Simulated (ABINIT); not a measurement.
**LiHF2 (C2/m): G0W0 in ABINIT against the exchange cutoff**

Aim: move the exchange cutoff of a G0W0 run on LiHF2 (C2/m) over a wide range.

Program: ABINIT 10.8.3. Level of theory: PBEsol and many-body steps on it, plane waves. Results are calculated unless marked as measured.

This is a report of a sequence of runs, with most program output left out.

## 1. The structure

It takes space group C2/m (No. 12, monoclinic). Conventional cell: a = 5.095 Å, b = 3.070 Å, c = 4.903 Å, α = 90.00°, β = 121.02°, γ = 90.00°. Nearest to Li lie 6 F at 2.00 to 2.04 Å. Nearest to H lie 2 F at 1.14 Å. F has 1 H at 1.14 Å and 3 Li at 2.00 to 2.04 Å nearest. Farther neighbours and most contacts between anions are not listed.

The cell and positions are those that the Materials Project relaxed with its own functionals (PBE, PBE+U or r2SCAN), kept fixed.

## 2. Screening, 4×4×2 mesh, 22 bands, screening to 106.1 eV

This step: ABINIT 10.8.3; RPA screening on PBEsol, plane waves, norm-conserving pseudopotentials.

The RPA dielectric matrix is built and inverted for each q.

File run.abi:

```
acell 3*1.0 Angstrom
rprim 
  2.547496000000 -1.534899000000 0.000000000000
  2.547496000000 1.534899000000 0.000000000000
  -2.526944000000 -0.000000000000 4.201520000000
ntypat 3
znucl 3 1 9
natom 4
typat 1 2 3 3
xred 
  0.000000000000 0.000000000000 0.000000000000
  0.000000000000 0.000000000000 0.500000000000
  0.209803000000 0.209803000000 0.750702000000
  0.790197000000 0.790197000000 0.249298000000
pp_dirpath "pseudos"
pseudos "Li.upf, H.upf, F.upf"
ecut 36
ngkpt 4 4 2
nshiftk 1
shiftk 0 0 0
kptopt 1
chksymbreak 0
istwfk *1
occopt 1
irdwfk 1
optdriver 3
nband 22
ecuteps 3.9
inclvkb 2
awtr 1
symchi 1
indata_prefix "in"
outdata_prefix "out"
tmpdata_prefix "tmp"
```

Started as:

```sh
> OMP_NUM_THREADS=1 mpirun -n 4 abinit run.abi > log
```

Elapsed: 3.8 s, on 4 MPI ranks of Arm Neoverse V2, shared host; peak memory 0.42 GiB; 15 s of CPU time.

This step gave:

```yaml
eps_infinity_with_local_fields_on_this_mesh_along_the_program_s_q_direction: 2.021
the_same_without_local_fields: 2.101
plasma_frequency: 27.48 eV
plane_waves_in_the_screening_matrix: 89
```

Local fields lower ε∞ by 4 %. On a Γ-centred mesh this coarse the value itself is usually too large, while a short band sum pulls it down.

## 3. 3.6 Ha

This step: G0W0 on PBEsol, plane waves, norm-conserving pseudopotentials.

Edit run.abi of step 2 so:

```diff
@@ -25,8 +25,17 @@
 irdwfk 1
-optdriver 3
+optdriver 4
 nband 22
+gwcalctyp 0
+ecutsigx 3.6
+symsigma 1
+nkptgw 2
+kptgw 
+  0.0000000000 0.0000000000 0.5000000000
+  0.0000000000 0.0000000000 0.0000000000
+bdgw 
+  8 11
+  8 11
 ecuteps 3.9
-inclvkb 2
-awtr 1
-symchi 1
+irdscr 1
+ppmodel 1
 indata_prefix "in"
```

Elapsed: 2.1 s, on 4 MPI ranks; peak memory 0.11 GiB; 8.1 s of CPU time.

This step gave:

```
G0W0 gap on the points computed              : 10.61 eV
starting gap on the mesh                     : 8.408 eV
k of the valence top                         : 0, 0, 0
k of the conduction bottom                   : 0, 0, 0
Z at the valence top                         : 0.835
Z at the conduction bottom                   : 0.901
least direct G0W0 gap on the computed points : 10.61 eV
```

## 4. 7.2 Ha

Edit run.abi of step 3 so:

```diff
@@ -28,3 +28,3 @@
 gwcalctyp 0
-ecutsigx 3.6
+ecutsigx 7.2
 symsigma 1
```

Run time: 2.1 s. Hardware: 4 MPI ranks; peak memory 0.11 GiB; 8.2 s of CPU time.

This step gave:

```yaml
g0w0_gap_on_the_points_computed: 11.80 eV
starting_gap_on_the_mesh: 8.408 eV
k_of_the_valence_top: 0, 0, 0
k_of_the_conduction_bottom: 0, 0, 0
z_at_the_valence_top: 0.833
z_at_the_conduction_bottom: 0.9
least_direct_g0w0_gap_on_the_computed_points: 11.80 eV
```

## 5. 14.4 Ha

The self-energy is evaluated for the states that the input lists, and the levels follow from it, in one-shot runs by the linearised quasiparticle equation.

Edit run.abi of step 4 so:

```diff
@@ -28,3 +28,3 @@
 gwcalctyp 0
-ecutsigx 7.2
+ecutsigx 14.4
 symsigma 1
```

Elapsed: 2.2 s, on 4 MPI ranks; peak memory 0.11 GiB; 8.5 s of CPU time.

This step gave:

* G0W0 gap on the points computed: 12.56 eV
* starting gap on the mesh: 8.408 eV
* k of the valence top: 0, 0, 0
* k of the conduction bottom: 0, 0, 0
* least direct G0W0 gap on the computed points: 12.56 eV

The gap on the mesh goes from 8.41 eV to 12.56 eV, a correction of +4.15 eV.

## 6. 25.2 Ha

Edit run.abi of step 5 so:

```diff
@@ -28,3 +28,3 @@
 gwcalctyp 0
-ecutsigx 14.4
+ecutsigx 25.2
 symsigma 1
```

Elapsed: 2.2 s, on 4 MPI ranks; peak memory 0.11 GiB; 8.5 s of CPU time.

Numbers from this step:

```yaml
g0w0_gap_on_the_points_computed: 12.84 eV
starting_gap_on_the_mesh: 8.408 eV
k_of_the_valence_top: 0, 0, 0
k_of_the_conduction_bottom: 0, 0, 0
least_direct_g0w0_gap_on_the_computed_points: 12.84 eV
```

Against the run before, the gap moves by +0.281 eV.

## 7. 36 Ha

Edit run.abi of step 6 so:

```diff
@@ -28,3 +28,3 @@
 gwcalctyp 0
-ecutsigx 25.2
+ecutsigx 36
 symsigma 1
```

Run time: 2.3 s. Hardware: 4 MPI ranks; peak memory 0.11 GiB.

Numbers from this step:

```yaml
g0w0_gap_on_the_points_computed: 12.88 eV
starting_gap_on_the_mesh: 8.408 eV
k_of_the_valence_top: 0, 0, 0
k_of_the_conduction_bottom: 0, 0, 0
least_direct_g0w0_gap_on_the_computed_points: 12.88 eV
```

Against the run before, the gap moves by +0.043 eV.

## 8. The runs together

Times are wall times on 4 MPI ranks of Arm Neoverse V2, shared host, good to a factor of about two. A run's time includes the screening step that it read.

```
    run   mesh  bands  screening cutoff (eV)  DFT gap (eV)  gap on the mesh (eV)  direct (eV)  ε∞ used   time
 3.6 Ha  4×4×2     22                  106.1         8.408                10.614       10.614     2.02  5.9 s
 7.2 Ha  4×4×2     22                  106.1         8.408                11.804       11.804     2.02  5.9 s
14.4 Ha  4×4×2     22                  106.1         8.408                12.560       12.560     2.02    6 s
25.2 Ha  4×4×2     22                  106.1         8.408                12.841       12.841     2.02    6 s
  36 Ha  4×4×2     22                  106.1         8.408                12.884       12.884     2.02  6.1 s
```

## 9. Summary of results

```
3.6 Ha       : 10.614 eV
7.2 Ha       : 11.804 eV
14.4 Ha      : 12.560 eV
25.2 Ha      : 12.841 eV
36 Ha        : 12.884 eV
known limits : not at the basis limit; coarse k mesh
```

**Reading.** The setting moved: exchange cutoff. From 3.6 Ha to 36 Ha the gap moves by +2.27 eV. The last step still moves it by +0.043 eV. Bands and screening cutoff are coupled, so a series along one setting does not show full convergence. Below the screening cutoff the correlation part is cut too. Bands and cutoff are finite, so the gap is not at the basis limit. The miss can reach some tenths of an eV and take either sign; the mesh is an error of its own. In the G0W0 runs levels were corrected at 2 k points alone, so a gap called «on the mesh» is the least over those, and an edge elsewhere would be missed. The 4×4×2 mesh is coarse for this cell, which bears on the long-range parts of exchange and screening.

[Paths, hosts, dates, memory and timing lines, banners, echoed tables and standing remarks are left out of the program output.]

[Logs are printed without paths, hosts, clocks, repeated set-up lines and the standing remarks that a program may print on its own settings, such as how far it seeks lower states.]

[Runs of the session that timed out or met a known fault of the program may be left out.]

[Hosts, paths, dates, database ids (printed as entryN), source tags and the programs' standing remarks are cut or masked in the printed files.]

[G0W0 gaps are taken among the corrected bands and points alone; a level outside them can change the order at an edge.]

[Where Ansatz stands beside ABINIT at settings called matched, ABINIT's density can come from a denser mesh and the files from another edition; pairs whose starting gaps differed by over 0.03 eV were left out, so agreement reads better than it is.]
